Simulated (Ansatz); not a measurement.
# The perfect V wire along [111], 4 atoms a period, part 2 of 4

What gap, if any, does the V wire along [111], 4 atoms a period have, and how does it change with the functional and under strain?

Ansatz 0.2.0; DFT PBE, plane waves, PAW; relaxation of a wire's period (the session's first sound run).

So far, absolute moment (μB): step 2 (relaxation of atoms and period) 3.58.

## (3) The wire at its relaxed period

This step: DFT PBE, plane waves, PAW; channels and complex bands of a perfect wire (Ansatz 0.2.0).

At the relaxed period the Bloch states of the perfect wire are found at each energy: those that move forward count the open channels, and those that decay describe how a disturbance dies away inside the wire itself. An energy step of 0.035 eV is under the 0.039 eV that the program asks for its thermal average at 300 K.

The input, input.yaml:

```yaml
crystal:
  lattice:
    - [11.028, 0.0, 0.0]
    - [0.0, 9.241, 0.0]
    - [0.0, 0.0, 2.4466267509]
  atoms:
    - { symbol: V, position: [0.321714053, 0.500017573, 0.0], spin: 1.05 }
    - { symbol: V, position: [0.500022604, 0.378561634, 0.353122973], spin: -0.11 }
    - { symbol: V, position: [0.500022604, 0.621473511, 0.646877027], spin: -0.11 }
    - { symbol: V, position: [0.678331155, 0.500017573, 0.0], spin: 1.05 }
magnetization:
  spin_polarized: true
kpoints:
  mp_grid: { grid: [1, 1, 33] }
  band_path: { path: ["Γ", Z], npoints: 50 }
scf:
  occupations: { method: fermi_dirac, width: 0.05 }
hamiltonian:
  xc: pbe
output:
  transmission:
    e_range: [-2, 2]
    de: 0.035
    kmesh: [1, 1]
    reduced_basis: true
    leads: [[0, 0]]
  dos: { e_range: [-5, 4] }
  write_potential: true
  write_density: true
  volumetric_format: npy
  elf: true
```

Started as:

```bash
> ansatz run input.yaml --threads 8 --pin off --max-ram 16384MiB --backend cpu --events-out ev --progress --plain --runs-dir out
```

Numbers of over 12 decimals in the logs are rounded to 6 here.

The log of the run:

```text
[...]
Crystal: 4 atoms, lattice volume = 249.335 Å³
Basis set: ecut = 420 eV, 4827 PW (Γ)
Bands: 33, of which v1, the nominal top of the filled ones, is band 26 counted from 1 (25 counted from 0)
Symmetry: 4 space group operations
[...]
k-points: 17 of 33
[...]
Starting moments: Σ|m| = 2.32 μB on 4 of 4 sites
[...]
SCF iter   1: F=—  HF=-11642.624641 eV  |F-HF|=—  |Δ(HF+E_count)|=         —  Δρ=2.68e-2 (↑2.68e-2 ↓2.66e-2)  dr2=3.05e1  dr2_m=3.50e-1  M=0.947 μB ∫|m|=1.249 μB  β_m=0.30  ethr=3.10e-3  ⟨swp⟩=7.4  Hψ=5628  notcnv=0
[...]
SCF iter  14: F=-11642.291219 eV  HF=-11642.291219 eV  |F-HF|=1.28e-9  |Δ(HF+E_count)|=   4.48e-8  Δρ=1.27e-6 (↑1.27e-6 ↓9.71e-7)  dr2=5.73e-9  dr2_m=2.31e-9  M=2.978 μB ∫|m|=3.561 μB  ethr=5.11e-11  ⟨swp⟩=5.2  Hψ=4889  notcnv=0
SCF 1 converged in 14 iterations: F = -11642.291219 eV  dr2 = 5.73e-9
[...]
transmission: 8 of 48 steps passed
transmission: 12 of 48 steps passed
[...]
transmission: 48 of 48 steps passed
WARN: The output density's exchange-correlation potential varies sharply where the density is thin. Do not read a vacuum level from v_tot or v_xc, or from such a field of the output density. On a cell that repeats whose density bears no net charge and no dipole along the vacuum's axis use v_es (v_loc + v_h of the components); under efield.dipole_correction with no amplitude use v_es + v_field, which holds any externa [...]
NSCF: frozen V_eff on 51 k-points
SCF converged after 14 iterations
Magnetization: 2.9782 μB (27.4891 up, 24.5109 down)
Absolute magnetization: 3.5783 μB (∫|ρ↑−ρ↓|, with the PAW one-centre terms)
[...]
Per-site moments (μB) at R_I (Å): [(1.046539, 0.999649), (-0.111214, 0.972261), (-0.111214, 0.972261), (1.046539, 0.999649)]
Free energy (F): -11642.291219 eV
[...]
Internal energy: -11642.243702 eV  (E = F + TS)
E sigma→0 (E₀):  -11642.267461 eV
Entropy (-TS):   -0.047517 eV (-11.879 meV/atom)
Fermi energy:    0.773266 eV
[...]
--- Band table (eV; the first three rows and the last of 34) ---
  k-point 0 ↑: bands = [... 22 lower, -0.4455, -0.3897, 0.0001, 0.0301, 0.3767, 0.5316, 0.8985, 1.3275, ... 3 higher]
  k-point 1 ↑: bands = [... 22 lower, -0.4385, -0.3820, 0.0003, 0.0509, 0.3721, 0.5427, 0.8817, 1.3112, ... 3 higher]
  k-point 2 ↑: bands = [... 22 lower, -0.4189, -0.3610, -0.0004, 0.1121, 0.3617, 0.5716, 0.8303, 1.2650, ... 3 higher]
  k-point 16 ↓: bands = [... 22 lower, -0.0512, 0.2099, 1.3782, 1.7838, 1.8665, 2.2542, 2.3373, 2.6478, ... 3 higher]
--- Transmission ---
  basis      : 891 plane waves across, 4 finite elements along
  points     : 1, standing for a mesh of 1 x 1
  filling    : by the input's occupations and mesh, since the crystals that have channels conduct as metals do. If one of these is a semiconductor, that mesh has misplaced its level
  energies   : 115 from -2.000000 to 1.990000 eV about the Fermi level, 0.035000 eV apart; the leads are filled to 0.000000 eV, and channels, transmission and decay are at -0.005000 eV
  crystal 0  : V4, at the sites [0, 0], period 2.4466 Å: whole cells are its period
    offset         : up to 0.0000 Å between an atom of the period and one for which it stands
    filled         : 7.7 meV over the level at which it is neutral
    channels       : 7.000000e0 up, 3.000000e0 down
    conductance    : 3.8547e14 S/m² at 300 K; may be off by some 0.0 % by where its bands' edges are placed, 0.3 % from the distance to neutral
```

It took 3.1 min on 8 threads of Intel Xeon Platinum 8259CL at 2.50GHz (Skylake/Cascade Lake), shared host; peak memory 3 GiB.

Numbers from this step:

| Item | Value |
| --- | --- |
| energy at zero smearing | -11642.2675 eV |
| total moment | 2.978 μB |
| absolute moment | 3.578 μB |
| channels at the energy nearest the Fermi level, spin up | 7 |
| channels at the energy nearest the Fermi level, spin down | 3 |
| conductance of the lead as this run defines it | 5.070 G₀ |
| band gap | 0 eV |

The open channels of the lead by energy, zero at the Fermi level:

| energy (eV) | spin up | spin down |
| --- | --- | --- |
| -2.000 | 5 | 4 |
| -1.895 | 3 | 4 |
| -1.790 | 3 | 4 |
| -1.685 | 2 | 2 |
| -1.615 | 2 | 2 |
| -1.510 | 4 | 2 |
| -1.405 | 4 | 3 |
| -1.300 | 5 | 4 |
| -1.195 | 4 | 3 |
| -1.090 | 3 | 3 |
| -0.985 | 2 | 4 |
| -0.915 | 2 | 5 |
| -0.810 | 4 | 4 |
| -0.705 | 6 | 2 |
| -0.600 | 6 | 2 |
| -0.495 | 4 | 3 |
| -0.390 | 5 | 3 |
| -0.285 | 7 | 3 |
| -0.215 | 8 | 3 |
| -0.110 | 8 | 5 |
| -0.005 | 7 | 3 |
| 0.100 | 7 | 3 |
| 0.205 | 6 | 7 |
| 0.310 | 8 | 8 |
| 0.415 | 7 | 8 |
| 0.485 | 6 | 8 |
| 0.590 | 5 | 5 |
| 0.695 | 4 | 6 |
| 0.800 | 6 | 6 |
| 0.905 | 5 | 8 |
| 1.010 | 6 | 8 |
| 1.115 | 6 | 5 |
| 1.185 | 4 | 5 |
| 1.290 | 3 | 5 |
| 1.395 | 3 | 6 |
| 1.500 | 4 | 6 |
| 1.605 | 6 | 5 |
| 1.710 | 6 | 5 |
| 1.815 | 6 | 5 |
| 1.885 | 4 | 5 |

Spin up; the slowest values at each energy, most degenerate partners merged, listed up to 1.5 1/Å. Im kz of the slowest decaying states against energy, zero at the Fermi level:

```
energy (eV)  decay 1 (Å⁻¹)  decay 2 (Å⁻¹)  decay 3 (Å⁻¹)  decay 4 (Å⁻¹)
     -2.000          0.197          0.297          0.349          0.481
     -1.790         0.0880          0.112          0.244          0.290
     -1.615          0.115          0.149          0.186          0.207
     -1.405         0.0732          0.181          0.231          0.302
     -1.195         0.0790         0.0885          0.152          0.243
     -0.985         0.0988          0.143          0.169          0.220
     -0.810          0.111          0.138          0.217          0.254
     -0.600          0.211          0.283           0.29          0.308
     -0.390         0.0179         0.0841          0.134          0.197
     -0.215          0.109          0.160          0.357          0.418
     -0.005          0.166          0.181          0.200          0.369
      0.205         0.0525          0.175          0.199          0.360
      0.415         0.0931          0.193          0.359          0.378
      0.590         0.0916          0.112          0.149          0.191
      0.800          0.142          0.195          0.208          0.216
      1.010          0.116          0.154          0.259          0.266
      1.185         0.0223          0.137          0.184          0.262
      1.395         0.0899          0.199          0.231          0.282
      1.605          0.169          0.259          0.343          0.408
      1.815          0.169          0.212          0.301          0.411
```

Spin down; the slowest values at each energy, most degenerate partners merged, listed up to 1.5 1/Å. The Im kz of the slowest decaying states by energy, zero at the Fermi level:

```csv
energy (eV),decay 1 (Å⁻¹),decay 2 (Å⁻¹),decay 3 (Å⁻¹),decay 4 (Å⁻¹)
-2.000,0.176,0.324,0.525,0.531
-1.790,0.270,0.332,0.420,0.441
-1.615,0.139,0.310,0.316,0.333
-1.405,0.0644,0.192,0.323,0.334
-1.195,0.125,0.170,0.301,0.367
-0.985,0.100,0.119,0.264,0.377
-0.810,0.0463,0.195,0.299,0.299
-0.600,0.111,0.121,0.230,0.234
-0.390,0.0610,0.174,0.207,0.249
-0.215,0.141,0.170,0.221,0.271
-0.005,0.0692,0.117,0.184,0.335
0.205,0.138,0.180,0.338,0.385
0.415,0.135,0.277,0.379,0.385
0.590,0.0167,0.1000,0.133,0.214
0.800,0.0407,0.237,0.269,0.277
1.010,0.233,0.238,0.353,0.354
1.185,0.0765,0.172,0.175,0.198
1.395,0.0351,0.0852,0.135,0.189
1.605,0.116,0.224,0.277,0.287
1.815,0.168,0.189,0.202,0.321
```

The electronic bands at the labelled points (eV, zero at the Fermi level):

| point | up 26 | up 27 | up 28 | up 29 | down 24 | down 25 | down 26 | down 27 |
| --- | --- | --- | --- | --- | --- | --- | --- | --- |
| Γ | -0.74 | -0.40 | -0.24 | 0.13 | -0.38 | -0.37 | 0.23 | 0.31 |
| halfway | -0.54 | -0.42 | -0.31 | -0.23 | -0.20 | -0.07 | 0.33 | 0.39 |
| Z | 0.37 | 0.48 | 0.82 | 1.13 | -0.57 | 0.61 | 1.02 | 1.11 |

Spin density in the ca plane at fractional y = 0.500, with atoms of V within 0.2 Å of it.

Ten even steps from '_' (0.0 e/Å³) to '@' (1.2 e/Å³), each cell a mean:
```
__________________________
__________________________
__________________________
__________________________
__________________________
__________________________
==--::....________....::--
@@%%==::..________..::==%%
====::..____________..::==
__________________________
__________________________
__________________________
__________________________
__________________________
......________________....
%%**--..____________..--**
%%**--....________....--**
::......____________......
__________________________
__________________________
__________________________
__________________________
__________________________
__________________________
```
Columns run along c (2.4 Å), rows up along a (11.0 Å). Atoms in or near the plane, at fractional coordinates: V at (0.00, 0.32), V at (0.00, 0.68).

ELF in the ca plane at fractional y = 0.500, with atoms of V within 0.2 Å of it. It is the smooth field of the valence electrons, not physical close to the nuclei.

Ten even steps from '0' (0.01) to '9' (0.75), each cell a mean:
```
0000000000000
0011111111110
1222344443222
2223466664322
1112357753211
3221235532122
9986323323689
9998523325899
9875324423578
3323456654323
5555555555555
5443334433344
5544444444445
4444556655444
5532245542235
9997423324799
9998423324899
7753224422357
1111246642111
1123467764321
2223456654322
1112223322211
0000000000000
0000000000000
```
Columns run along c (2.4 Å), rows up along a (11.0 Å). Atoms in or near the plane, at fractional coordinates: V at (0.00, 0.32), V at (0.00, 0.68).

Valence density in the ca plane at fractional y = 0.500, with atoms of V within 0.2 Å of it. It is the smooth field of the valence electrons, not physical close to the nuclei.

Ten steps, logarithmic in the rise over the least value, from '0' (0 e/Å³) to '9' (15 e/Å³), each cell a mean:
```
0000000000000
0000000000000
0000000000000
0000000000000
0000000000000
3322111111223
8875322223578
9987532235789
8875322223578
3332222222233
2222222222222
2222233332222
2222223322222
2222222222222
5543222222345
9986432234689
9986432234689
6654221122456
1111111111111
0000000000000
0000000000000
0000000000000
0000000000000
0000000000000
```
Columns run along c (2.4 Å), rows up along a (11.0 Å). Atoms in or near the plane, at fractional coordinates: V at (0.00, 0.32), V at (0.00, 0.68).

By hand: the program gives 3.8547 × 10^14 S/m² over the cell's cross-section of 101.91 Å² = 1.019 × 10^-18 m², so one cell conducts 3.928 × 10^-4 S. Divided by G0 = 2e²/h = 7.748 × 10^-5 S this is 5.07 G0, a resistance of 2.55 kΩ.

At the computed energy nearest the Fermi level there are 7 spin-up and 3 spin-down channels, and the thermal average gives 5.07 G₀.

## (4) Levels at the same atoms, level LDA, cutoff 420 eV

This step: DFT LDA, plane waves, PAW; bands of a perfect wire at the PBE geometry (Ansatz 0.2.0).

The atoms stay at the PBE geometry and the functional changes. At fixed atoms LDA and the gradient-corrected functionals usually give like bands; this run checks that. Against the first PBE run of this kind, the mesh along the wire has 25 points against 33.

input.yaml, the sections that differ from step 3:

```yaml
kpoints:
  mp_grid: { grid: [1, 1, 25] }
  band_path: { path: ["Γ", Z], npoints: 50 }
hamiltonian:
  xc: lda
# crystal, magnetization, scf: as in step 3
# output: removed
```

The log of the run:

```text
[...]
Crystal: 4 atoms, lattice volume = 249.335 Å³
Basis set: ecut = 420 eV, 4827 PW (Γ)
Bands: 33, of which v1, the nominal top of the filled ones, is band 26 counted from 1 (25 counted from 0)
Symmetry: 4 space group operations
[...]
k-points: 13 of 25
[...]
Starting moments: Σ|m| = 2.32 μB on 4 of 4 sites
[...]
SCF iter   1: F=—  HF=-11434.110508 eV  |F-HF|=—  |Δ(HF+E_count)|=         —  Δρ=2.88e-2 (↑2.88e-2 ↓2.76e-2)  dr2=3.13e1  dr2_m=4.93e-1  M=0.750 μB ∫|m|=1.027 μB  β_m=0.30  ethr=3.10e-3  ⟨swp⟩=7.5  Hψ=4327  notcnv=0
[...]
SCF iter  23: F=-11433.437124 eV  HF=-11433.437124 eV  |F-HF|=1.00e-8  |Δ(HF+E_count)|=   2.55e-9  Δρ=1.10e-6 (↑4.43e-7 ↓1.10e-6)  dr2=1.13e-8  dr2_m=7.89e-10  M=2.292 μB ∫|m|=2.644 μB  ethr=1.54e-11  ⟨swp⟩=4.3  Hψ=3582  notcnv=0
SCF 1 converged in 23 iterations: F = -11433.437124 eV  dr2 = 1.13e-8
[...]
SCF iter   4: F=—  HF=-11433.437069 eV  |F-HF|=—  |Δ(HF+E_count)|=   3.09e-4  Δρ=2.70e-4 (↑2.70e-4 ↓1.15e-4)  dr2=3.71e-4  dr2_m=4.96e-5  M=2.358 μB ∫|m|=2.724 μB  ethr=1.92e-6  ⟨swp⟩=1.0  Hψ=2112  notcnv=0
an SCF along what the orbitals of the run's state read of its open shells (or to have them read: on a GPU, or by another smearing), with the run's symmetry operations kept, reached no lower state that the run goes on to. This is no proof of a minimum
[...]
SCF converged after 23 iterations
Magnetization: 2.2920 μB (27.1460 up, 24.8540 down)
Absolute magnetization: 2.6513 μB (∫|ρ↑−ρ↓|, with the PAW one-centre terms)
[...]
Per-site moments (μB) at R_I (Å): [(0.797762, 0.999649), (-0.070499, 0.972261), (-0.070499, 0.972261), (0.797762, 0.999649)]
Free energy (F): -11433.437124 eV
[...]
Internal energy: -11433.368246 eV  (E = F + TS)
E sigma→0 (E₀):  -11433.402685 eV
Entropy (-TS):   -0.068878 eV (-17.219 meV/atom)
Fermi energy:    0.538689 eV
[...]
--- Band table (eV; the first three rows and the last of 26) ---
  k-point 0 ↑: bands = [... 22 lower, -0.5902, -0.5705, -0.1799, -0.0423, 0.2026, 0.4083, 0.7125, 1.1545, ... 3 higher]
  k-point 1 ↑: bands = [... 22 lower, -0.5777, -0.5596, -0.1433, -0.0420, 0.2000, 0.4237, 0.6828, 1.1306, ... 3 higher]
  k-point 2 ↑: bands = [... 22 lower, -0.5457, -0.5319, -0.0459, -0.0386, 0.1973, 0.4642, 0.5963, 1.0629, ... 3 higher]
  k-point 12 ↓: bands = [... 22 lower, -0.2981, -0.1349, 1.0148, 1.4231, 1.5002, 1.8659, 1.9623, 2.2678, ... 3 higher]
```

The job ended after 15 s (8 threads; peak memory 1.1 GiB; 1.7 min of CPU time).

This step gave:

```yaml
energy_at_zero_smearing: -11433.4027 eV
total_moment: 2.292 μB
absolute_moment: 2.651 μB
```

Electronic bands along the path, in eV, zero at the Fermi level:

```csv
point,up 25,up 26,up 27,up 29,down 24,down 25,down 26,down 27
Γ,-0.72,-0.58,-0.34,0.17,-0.53,-0.47,0.10,0.17
halfway,-0.46,-0.42,-0.34,-0.15,-0.25,-0.13,0.20,0.24
Z,0.06,0.38,0.56,1.18,-0.68,0.48,0.90,0.99
```

Site moment by atom:

```
atom  site moment (μB)
  V1             0.798
  V2            -0.070
  V3            -0.070
  V4             0.798
```

Bands cross the Fermi level, as under PBE at the relaxed period, with an absolute moment of 2.65 μB a cell.

## (5) Levels at the same atoms, level PBEsol, cutoff 420 eV

This step: DFT PBEsol, plane waves, PAW; bands of a perfect wire at the PBE geometry (Ansatz 0.2.0).

The atoms stay at the PBE geometry and the functional changes. At fixed atoms LDA and the gradient-corrected functionals usually give like bands; this run checks that. Against the first PBE run of this kind, the mesh along the wire has 25 points against 33.

Changes to input.yaml since step 4:

```diff
@@ -18,2 +18,2 @@
 hamiltonian:
-  xc: lda
+  xc: pbesol
```

The log of the run:

```text
[...]
Crystal: 4 atoms, lattice volume = 249.335 Å³
Basis set: ecut = 420 eV, 4827 PW (Γ)
Bands: 33, of which v1, the nominal top of the filled ones, is band 26 counted from 1 (25 counted from 0)
Symmetry: 4 space group operations
[...]
k-points: 13 of 25
[...]
Starting moments: Σ|m| = 2.32 μB on 4 of 4 sites
[...]
k-point 0 ↑: bands = [... 22 lower, -0.5266, -0.4701, -0.0547, -0.0380, 0.2859, 0.4558, 0.8110, 1.2290, ... 3 higher]
  k-point 1 ↑: bands = [... 22 lower, -0.5146, -0.4577, -0.0378, -0.0180, 0.2800, 0.4734, 0.7809, 1.2020, ... 3 higher]
  k-point 2 ↑: bands = [... 22 lower, -0.4830, -0.4269, -0.0412, 0.0880, 0.2708, 0.5161, 0.6908, 1.1275, ... 3 higher]
  k-point 12 ↓: bands = [... 22 lower, -0.1133, 0.1397, 1.2855, 1.6986, 1.7758, 2.1727, 2.2544, 2.5680, ... 3 higher]
[key lines of the parts left out:]
SCF converged after 15 iterations
Magnetization: 3.0167 μB (27.5083 up, 24.4917 down)
Free energy (F): -11533.120981 eV
Fermi energy:    0.690270 eV
```

The job ended after 7.3 s (8 threads; peak memory 0.94 GiB; 50 s of CPU time).

Electronic bands along the path, in eV, zero at the Fermi level:

```csv
point,up 26,up 27,up 28,up 29,down 24,down 25,down 26,down 27
Γ,-0.73,-0.40,-0.23,0.12,-0.37,-0.36,0.24,0.35
halfway,-0.54,-0.42,-0.31,-0.22,-0.19,-0.05,0.33,0.40
Z,0.35,0.48,0.82,1.14,-0.56,0.60,1.02,1.12
```

Bands cross the Fermi level, as under PBE at the relaxed period, with an absolute moment of 3.55 μB a cell.

For the absolute moment, step 4 gave 2.65 μB; this run, with PBEsol PBE, gives 3.55 μB (+34 %).

## (6) Another level of theory, level r2SCAN, cutoff 500 eV

This step: DFT r2SCAN, plane waves, PAW; bands of a perfect wire at the PBE geometry (Ansatz 0.2.0).

The atoms stay at the PBE geometry and the functional changes. r2SCAN also reads the kinetic-energy density; it often gives larger moments and wider gaps than PBE, at a higher cost. Against the first PBE run of this kind, the cutoff is 500 eV against 420 and the mesh along the wire has 25 points against 33.

Changes to input.yaml since step 5:

```diff
@@ -18,2 +18,2 @@
 hamiltonian:
-  xc: pbesol
+  xc: r2scan
```

The log of the run:

```text
[...]
Crystal: 4 atoms, lattice volume = 249.335 Å³
Basis set: ecut = 500 eV, 6385 PW (Γ), exchange–correlation on 324×288×72 points (64 copies of the dense FFT grid, shifted against one another)
Bands: 33, of which v1, the nominal top of the filled ones, is band 26 counted from 1 (25 counted from 0)
Symmetry: 4 space group operations
[...]
k-points: 13 of 25
[...]
k-point 0 ↑: bands = [... 22 lower, -1.0611, -0.6015, -0.5088, -0.2003, 0.2035, 0.2162, 0.7301, 1.1719, ... 3 higher]
  k-point 1 ↑: bands = [... 22 lower, -1.0459, -0.5866, -0.5079, -0.1699, 0.1475, 0.2796, 0.6970, 1.1244, ... 3 higher]
  k-point 2 ↑: bands = [... 22 lower, -1.0035, -0.5499, -0.5068, -0.0870, 0.1014, 0.3459, 0.5880, 1.0046, ... 3 higher]
  k-point 12 ↓: bands = [... 22 lower, -0.1233, 0.5909, 1.7999, 2.2883, 2.5024, 2.7543, 2.7602, 3.0744, ... 3 higher]
[key lines of the parts left out:]
SCF converged after 18 iterations
Magnetization: 4.8474 μB (28.4237 up, 23.5763 down)
Free energy (F): -11660.765670 eV
Fermi energy:    0.811373 eV
```

The job ended after 67 s (8 threads; peak memory 1.7 GiB).

Electronic bands along the path, in eV, zero at the Fermi level:

| point | up 27 | up 28 | up 29 | up 30 | down 24 | down 25 | down 26 | down 27 |
| --- | --- | --- | --- | --- | --- | --- | --- | --- |
| Γ | -0.61 | -0.60 | -0.08 | 0.36 | 0.20 | 0.27 | 0.37 | 0.73 |
| halfway | -0.86 | -0.69 | -0.61 | 0.09 | -0.05 | 0.22 | 0.72 | 0.84 |
| Z | 0.14 | 0.62 | 0.88 | 0.93 | -0.23 | 0.99 | 1.49 | 1.73 |

Bands cross the Fermi level, as under PBE at the relaxed period, with an absolute moment of 6.30 μB a cell.

Between step 4 and this run (r2SCAN PBE and cutoff 500 eV) the value for the absolute moment moves from 2.65 μB to 6.30 μB (+138 %).

(Continued in part 3 of 4.)

[Logs are printed without paths, hosts, clocks, repeated set-up lines and the standing remarks that a program may print on its own settings, such as how far it seeks lower states.]

[Hosts, paths, dates, database ids (printed as entryN), source tags and the programs' standing remarks are cut or masked in the printed files.]
